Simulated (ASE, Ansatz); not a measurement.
# Relaxing twisted Zr2CO2 MXene alternating trilayer, 21.79° (105 atoms)

Aim: bring twisted Zr2CO2 MXene alternating trilayer, 21.79° (105 atoms) to a nearby minimum of the energy and see what moves.

Calculated with Ansatz 0.2.0; Kohn-Sham DFT, PBE+D3(BJ), PAW (set soft_2), plane waves.

## (1) Set-up

The cell holds 105 atoms: 21 C, 42 Zr and 42 O. Cell: a = 8.757 Å, b = 8.757 Å, c = 33.590 Å, α = 90.0°, β = 90.0°, γ = 120.0°. It derives from Zr2CO2 (Zr2CO2 MXene). Zr2CO2 MXene (a = 3.31 Å) under Zr2CO2 MXene (a = 3.31 Å), alternating trilayer, commensurate cell of 7 unit cells a layer, twist 21.79 deg; facing planes 2.9, 2.89 Å apart; 14 Å of vacuum; layers as built, displaced by a Gaussian of 0.01 Å. Regions: layer 1, 35 atoms (7 C, 14 Zr and 14 O); layer 2, 35 atoms (7 C, 14 Zr and 14 O); layer 3, 35 atoms (7 C, 14 Zr and 14 O). Vacuum lies along c.

What the set-up can't give: Sampling is at Γ alone, for a cell whose shortest periodic width is 8 Å.

## (2) Single point at the start

A single point comes first, to see the forces before anything moves.

The input, input.yaml:

```yaml
crystal:
  lattice:
    - [8.7574, 0.0, 0.0]
    - [-4.3787, 7.58413, 0.0]
    - [0.0, 0.0, 33.59]
  atoms:
    - { symbol: C, position: [0.00117, 0.99959, 0.27693] }
    - { symbol: Zr, position: [0.18931, 0.23495, 0.31742] }
    - { symbol: Zr, position: [0.23899, 0.04763, 0.23614] }
    - { symbol: O, position: [0.23534, 0.04626, 0.34512] }
    [... 95 atom lines left out ...]
    - { symbol: O, position: [0.90634, 0.38054, 0.65502] }
    - { symbol: C, position: [0.85932, 0.57056, 0.72256] }
    - { symbol: Zr, position: [0.04897, 0.81131, 0.764] }
    - { symbol: Zr, position: [0.0964, 0.61956, 0.6821] }
    - { symbol: O, position: [0.09735, 0.62024, 0.79198] }
    - { symbol: O, position: [0.05034, 0.81223, 0.65459] }
kpoints:
  mp_grid: { grid: [1, 1, 1] }
hamiltonian:
  xc: pbe
  dispersion: d3bj
scf:
  occupations: { method: fixed }
output:
  forces: true
  populations: true
  dos:
    method: { smearing: { sigma: 0.08 } }
    de: 0.1
    projected:
      site_lists:
        C: [C]
        O: [O]
        Zr: [Zr]
        layer_1: [0, 1, 2, 3, 4, 5, 6, 7, 8, 9, 10, 11, 12, 13, 14, 15, 16, 17, 18, 19, 20, 21, 22, 23, 24, 25, 26, 27, 28, 29, 30, 31, 32, 33, 34]
        layer_2: [35, 36, 37, 38, 39, 40, 41, 42, 43, 44, 45, 46, 47, 48, 49, 50, 51, 52, 53, 54, 55, 56, 57, 58, 59, 60, 61, 62, 63, 64, 65, 66, 67, 68, 69]
        layer_3: [70, 71, 72, 73, 74, 75, 76, 77, 78, 79, 80, 81, 82, 83, 84, 85, 86, 87, 88, 89, 90, 91, 92, 93, 94, 95, 96, 97, 98, 99, 100, 101, 102, 103, 104]
  eigenvalues: true
```

On the command line:

```sh
$ ansatz run input.yaml --threads 4 --pin off --max-ram 8192MiB --backend cpu --events-out ev --progress --plain --runs-dir out
```

Elapsed: 58 s, on 4 threads of Arm Neoverse V2, shared host; peak memory 3.2 GiB; 3.7 min of CPU time.

Read from the output:

| Quantity | Value |
| --- | --- |
| free energy | -204977.4228 eV |
| free energy per atom | -1952.1659 eV/atom |
| SCF cycles | 11 |
| r.m.s. force component | 0.2491 eV/Å |
| longest force | 0.8375 eV/Å |
| Fermi energy | 5.309 eV |
| gap (highest filled to lowest empty level) | 1.518 eV |
| spilling of the projection | 0.003993 |

The r.m.s. force component of 0.25 eV/Å sets the starting point.

Length of the force by element:

```tsv
element	coordination	atoms	mean length of the force (eV/Å)	spread	least	most
C	all	21	0.263	0.115	0.098	0.515
O	all	42	0.224	0.107	0.0629	0.564
Zr	all	42	0.582	0.154	0.225	0.838
```

## (3) Relaxation

The atoms are relaxed in the fixed cell, aiming at the force tolerance of the input.

input.yaml, the sections that differ from step 2:

```yaml
output:
  forces: true
relax:
  f_tol: 0.05
  max_steps: 113
# crystal, kpoints, hamiltonian, scf: as in step 2
```

It took 1.8 min on 4 threads; peak memory 3.1 GiB; 7.1 min of CPU time.

Step by step:

```tsv
step	energy less that of the first step (eV)	largest force component (eV/Å)
1	0.0000	0.7968
2	1.3754	1.4479
3	-0.4894	0.1509
4	-0.5349	0.0209
```

Relaxation step 2 was tried and not accepted.

The atoms that moved most (Å):

```tsv
atom	dx	dy	dz	length
O29	-0.001	0.020	0.158	0.159
O24	-0.030	-0.005	0.142	0.146
Zr32	0.010	-0.002	0.141	0.141
Zr2	0.005	0.027	0.138	0.140
Zr98	0.003	0.015	-0.131	0.132
O4	0.030	0.006	0.128	0.132
Zr17	0.009	0.012	0.128	0.129
Zr27	0.002	0.014	0.127	0.127
```

The relaxation changed the energy by -5.09 meV/atom, and atoms moved by 0.086 Å r.m.s., 0.16 Å at most.

## (4) Local order after relaxation

Bonds before and after, by the cutoffs listed below:

```tsv
pair	bonds before	bonds after	mean before (Å)	mean after (Å)	spread before (Å)	spread after (Å)
O-Zr	126	126	2.124	2.123	0.016	0.004
Zr-C	126	126	2.352	2.364	0.014	0.003
```

Normalised to the volume that the atoms fill. Pair distribution functions g(r), in bins of 0.2 Å:

```tsv
r (Å)	total	O-O	O-Zr	O-C	Zr-Zr	Zr-C	C-C
2.10	2.87	0.00	8.95	0.00	0.00	0.00	0.00
2.30	2.29	0.00	0.00	0.00	0.00	14.35	0.00
2.50	0.00	0.00	0.00	0.00	0.00	0.00	0.00
2.70	0.00	0.00	0.00	0.00	0.00	0.00	0.00
2.90	0.36	0.16	0.00	2.10	0.00	0.00	0.00
3.10	1.23	0.84	0.00	6.80	0.00	0.00	0.00
3.30	3.50	7.32	0.00	0.00	10.85	0.00	14.65
3.50	0.10	0.63	0.00	0.00	0.00	0.00	0.00
3.70	0.49	0.56	1.25	0.00	0.00	0.00	0.00
3.90	0.92	0.00	2.87	0.00	0.00	0.00	0.00
4.10	0.92	0.00	0.44	0.00	0.00	4.88	0.00
4.30	0.13	0.82	0.00	0.00	0.00	0.00	0.00
4.50	0.77	0.00	0.38	4.04	0.00	0.00	0.00
4.70	0.47	0.35	0.18	0.00	2.21	0.00	0.00
4.90	1.20	0.31	3.60	0.00	0.00	0.00	0.00
5.10	1.38	1.58	3.22	0.29	0.30	0.00	0.00
5.30	1.21	0.56	0.27	0.28	0.28	5.90	0.00
5.50	1.00	0.00	0.26	5.73	0.00	0.00	0.00
5.70	1.64	2.71	0.23	0.47	5.37	0.00	4.94
5.90	0.19	0.22	0.06	0.66	0.22	0.00	0.00
6.10	0.32	1.32	0.15	0.00	0.00	0.41	0.00
6.30	0.40	0.38	0.47	0.58	0.19	0.39	0.00
6.50	0.27	0.18	0.21	0.37	0.37	0.36	0.00
6.70	0.91	1.67	0.18	0.34	1.89	0.51	3.69
6.90	1.65	1.88	3.98	0.32	0.12	0.00	0.00
7.10	0.82	0.43	0.11	0.45	0.30	3.74	0.00
7.30	0.83	0.02	0.60	3.35	0.28	0.30	0.09
7.50	0.96	0.55	1.52	0.25	1.75	0.28	0.55
```

Bonds by pair of elements; cutoffs follow the first minimum of g(r), held within bounds set by covalent radii, and pairs that aren't listed don't count as bonded (cutoffs were set anew for this text, so counts can differ from the run's own analysis):

```tsv
pair A-B	cutoff (Å)	bonds	mean length (Å)	spread (Å)	shortest (Å)	B about A	A about B
O-Zr	2.52	126	2.12	0.004	2.12	3	3
Zr-C	2.77	126	2.36	0.003	2.36	3	6
```

How many atoms have how many bonded neighbours:

```tsv
element	mean	3	6
C	6	0	21
O	3	42	0
Zr	6	0	42
```

Bond angles, per cent of each kind in bins of 5°:

```tsv
angle (°)	C-Zr-O	Zr-C-Zr	Zr-O-Zr	C-Zr-C	O-Zr-O
80–85	66.7	0.0	0.0	0.0	0.0
85–90	0.0	40.0	0.0	100.0	0.0
90–95	0.0	40.0	0.0	0.0	0.0
95–100	0.0	0.0	0.0	0.0	0.0
100–105	0.0	0.0	100.0	0.0	100.0
105–110	0.0	0.0	0.0	0.0	0.0
110–115	0.0	0.0	0.0	0.0	0.0
115–120	0.0	0.0	0.0	0.0	0.0
120–125	0.0	0.0	0.0	0.0	0.0
125–130	0.0	0.0	0.0	0.0	0.0
130–135	0.0	0.0	0.0	0.0	0.0
135–140	0.0	0.0	0.0	0.0	0.0
140–145	0.0	0.0	0.0	0.0	0.0
145–150	0.0	0.0	0.0	0.0	0.0
150–155	0.0	0.0	0.0	0.0	0.0
155–160	0.0	0.0	0.0	0.0	0.0
160–165	0.0	0.0	0.0	0.0	0.0
165–170	29.1	0.0	0.0	0.0	0.0
170–175	4.2	0.0	0.0	0.0	0.0
175–180	0.0	20.0	0.0	0.0	0.0
```

Bond angles (no mean is given where the spread exceeds 20°):

```tsv
angle	count	mean (°)	spread (°)
C-Zr-O	378	-	-
Zr-C-Zr	315	-	-
Zr-O-Zr	126	102	0.2
C-Zr-C	126	88.9	0.1
O-Zr-O	126	102	0.2
```

By these cutoffs all C atoms have 6, all O atoms have 3 and all Zr atoms have 6 bonded neighbours.

## (5) Single point at the relaxed geometry

The electronic structure is read at the final geometry, in a run of its own.

The input, input.yaml:

```yaml
crystal:
  lattice:
    - [8.7574, 0.0, 0.0]
    - [-4.3787, 7.58413, 0.0]
    - [0.0, 0.0, 33.59]
  atoms:
    - { symbol: C, position: [0.00111, 0.00088, 0.27997] }
    - { symbol: Zr, position: [0.19171, 0.2385, 0.32152] }
    - { symbol: Zr, position: [0.23903, 0.04822, 0.23847] }
    - { symbol: O, position: [0.23922, 0.04708, 0.34893] }
    [... 95 atom lines left out ...]
    - { symbol: O, position: [0.9053, 0.38068, 0.65126] }
    - { symbol: C, position: [0.85754, 0.57144, 0.72022] }
    - { symbol: Zr, position: [0.04804, 0.80983, 0.76161] }
    - { symbol: Zr, position: [0.09526, 0.61897, 0.67897] }
    - { symbol: O, position: [0.09573, 0.61928, 0.7893] }
    - { symbol: O, position: [0.0467, 0.80832, 0.65115] }
kpoints:
  mp_grid: { grid: [1, 1, 1] }
hamiltonian:
  xc: pbe
  dispersion: d3bj
scf:
  occupations: { method: fixed }
output:
  forces: true
  populations: true
  dos:
    method: { smearing: { sigma: 0.08 } }
    de: 0.1
    projected:
      site_lists:
        C: [C]
        O: [O]
        Zr: [Zr]
        layer_1: [0, 1, 2, 3, 4, 5, 6, 7, 8, 9, 10, 11, 12, 13, 14, 15, 16, 17, 18, 19, 20, 21, 22, 23, 24, 25, 26, 27, 28, 29, 30, 31, 32, 33, 34]
        layer_2: [35, 36, 37, 38, 39, 40, 41, 42, 43, 44, 45, 46, 47, 48, 49, 50, 51, 52, 53, 54, 55, 56, 57, 58, 59, 60, 61, 62, 63, 64, 65, 66, 67, 68, 69]
        layer_3: [70, 71, 72, 73, 74, 75, 76, 77, 78, 79, 80, 81, 82, 83, 84, 85, 86, 87, 88, 89, 90, 91, 92, 93, 94, 95, 96, 97, 98, 99, 100, 101, 102, 103, 104]
  eigenvalues: true
  write_density: true
  write_potential: true
  volumetric_format: npy
  elf: true
```

Wall time 55 s (4 threads); peak memory 3.2 GiB; 3.6 min of CPU time.

The program notes that the exchange-correlation potential is rough where the density is thin.

Numbers from this run:

```
free energy                                      : -204977.9577 eV
free energy per atom                             : -1952.1710 eV/atom
SCF cycles                                       : 11
r.m.s. force component                           : 0.00566 eV/Å
longest force                                    : 0.01969 eV/Å
Fermi energy                                     : 5.376 eV
gap (highest filled to lowest empty level) : 1.567 eV
potential in mid-vacuum, over the Fermi level    : 5.516 eV
potential 4.5 Å over the upper face              : 5.517 eV
potential 4.5 Å under the lower face             : 5.515 eV
spilling of the projection                       : 0.004
```

Löwdin charges by element (they lack the spilled electrons, 0.032 e an atom on average):

```tsv
element	coordination	atoms	mean charge (e)	spread	least	most
C	all	21	-0.899	0.0017	-0.902	-0.896
O	all	42	-0.635	0.0027	-0.638	-0.629
Zr	all	42	1.16	0.0054	1.16	1.17
```

By region:

```tsv
region	atoms	mean length of the force (eV/Å)
layer 1	35	0.01
layer 2	35	0.006
layer 3	35	0.009
```

States in the cell by windows of 1 eV, zero at the Fermi level; the larger projections on atomic orbitals stand beside the total:

```tsv
from (eV)	to (eV)	total	Zr d	O p	layer 2	layer 1	layer 3	C p
-10	-9	42.0	8.9	0.7	14.0	14.0	14.0	0.2
-9	-6	0.0	0.0	0.0	0.0	0.0	0.0	0.0
-6	-5	24.6	6.5	14.3	10.1	7.2	7.2	1.8
-5	-4	149.9	36.0	97.4	48.8	50.2	50.2	8.5
-4	-3	77.5	12.3	56.5	24.6	26.1	26.1	4.1
-3	-2	36.0	10.2	12.1	11.9	11.9	11.9	12.1
-2	-1	76.1	18.9	16.9	24.7	25.2	25.2	36.3
-1	0	11.6	1.2	3.1	4.1	3.6	3.6	6.8
0	1	2.3	0.3	0.6	0.8	0.7	0.8	1.4
1	2	48.0	37.3	6.6	15.7	15.7	15.7	2.9
2	3	10.6	7.7	1.6	3.8	3.0	3.0	0.4
3	4	112.9	90.1	9.0	36.4	37.5	37.4	9.3
```

The curve was stored every 0.10 eV, coarse against its broadening of 0.08 eV, so these counts are rough.

With fixed occupations the program's Fermi level is the highest filled level; weight inside the gap is the broadening of levels at its edges.

Between -26 and -10 eV lie 84 more states.

The stored curve holds about 504 of the 840 electrons; the rest, give or take the few that broadening carries across the Fermi level, lie in deeper levels below its range.

The levels nearest the highest filled one (over half full), pooled over k-points and spins:

```tsv
level less the highest filled one (eV)	occupation
-0.0013	2
-0.001	2
-5.0e-4	2
-5.0e-4	2
-1.0e-4	2
0	2
1.57	0
1.58	0
1.58	0
1.59	0
1.60	0
1.60	0
```

Planar average of the electrostatic potential energy along the normal, with the Fermi level as zero, after a running mean with a triangular window 4 Å wide at its base:

```tsv
height (Å)	potential energy (eV)
0.0	5.52
0.9	5.52
1.9	5.52
2.8	5.52
3.9	5.50
4.8	5.29
5.7	3.24
6.7	-3.45
7.6	-9.04
8.7	-9.65
9.6	-9.09
10.5	-10.08
11.5	-7.55
12.4	-1.60
13.4	0.16
14.3	-5.15
15.2	-9.77
16.3	-9.37
17.2	-9.21
18.2	-10.06
19.1	-6.22
20.0	-0.47
21.0	-0.77
21.9	-6.63
23.0	-10.17
23.9	-9.16
24.8	-9.43
25.8	-9.57
26.7	-4.59
27.8	2.56
28.7	5.14
29.6	5.50
30.6	5.52
31.5	5.52
32.5	5.52
33.4	5.52
```

Mean Löwdin charges: C -0.90, O -0.64, Zr +1.16 e (they miss 0.4 % of the electrons, so they add up to more than the cell's charge). The largest share in the top eV of filled states is C p (60 % of the projected weight), and in the lowest eV of empty states Zr d (79 % of the projected weight). The potential stands 5.52 eV above the highest filled level over the upper face and 5.52 eV under the lower one, a reading of the ionisation potential at this level on the run's k-points.

1 further run on a deliberately doubtful input is not shown.

## (6) Outcome

| Property | Result |
| --- | --- |
| energy change in the relaxation | -5.095 meV/atom |
| r.m.s. displacement | 0.086 Å |
| largest displacement | 0.159 Å |
| free energy per atom | -1952.1710 eV/atom |
| r.m.s. force component | 0.00566 eV/Å |
| gap (highest filled to lowest empty level) | 1.567 eV |
| potential in mid-vacuum, over the Fermi level | 5.516 eV |
| wall time of the 4 DFT runs, those left out included | 4 min |

What this shows: Relaxation lowers the energy by 5.09 meV/atom and moves atoms by 0.086 Å r.m.s.; the r.m.s. force component goes from 0.25 to 0.0057 eV/Å, and the gap from 1.52 to 1.57 eV. By the final cutoffs no bond was broken or made. From the first step to the last the energy fell by 0.535 eV, and the largest move was 0.16 Å (O29). The Zr-C bonds change most in mean length: from 2.352 Å (spread 0.014) to 2.364 Å (spread 0.003). Counting bonds as in the table, all C atoms have 6, all O atoms have 3 and all Zr atoms have 6 bonded neighbours. The highest filled and lowest empty levels differ by 1.57 eV at Γ alone; the mesh holds the band edges only if they fold onto it, so the gap at this level can be narrower or closed, while semilocal functionals tend to narrow gaps against experiment. The potential stands 5.52 eV above the highest filled level over the upper face and 5.52 eV under the lower one, a reading of the ionisation potential at this level on the run's k-points.

[Logs are printed without paths, hosts, clocks, repeated set-up lines and the standing remarks that a program may print on its own settings, such as how far it seeks lower states.]

[Hosts, paths, dates, database ids (printed as entryN), source tags and the programs' standing remarks are cut or masked in the printed files.]
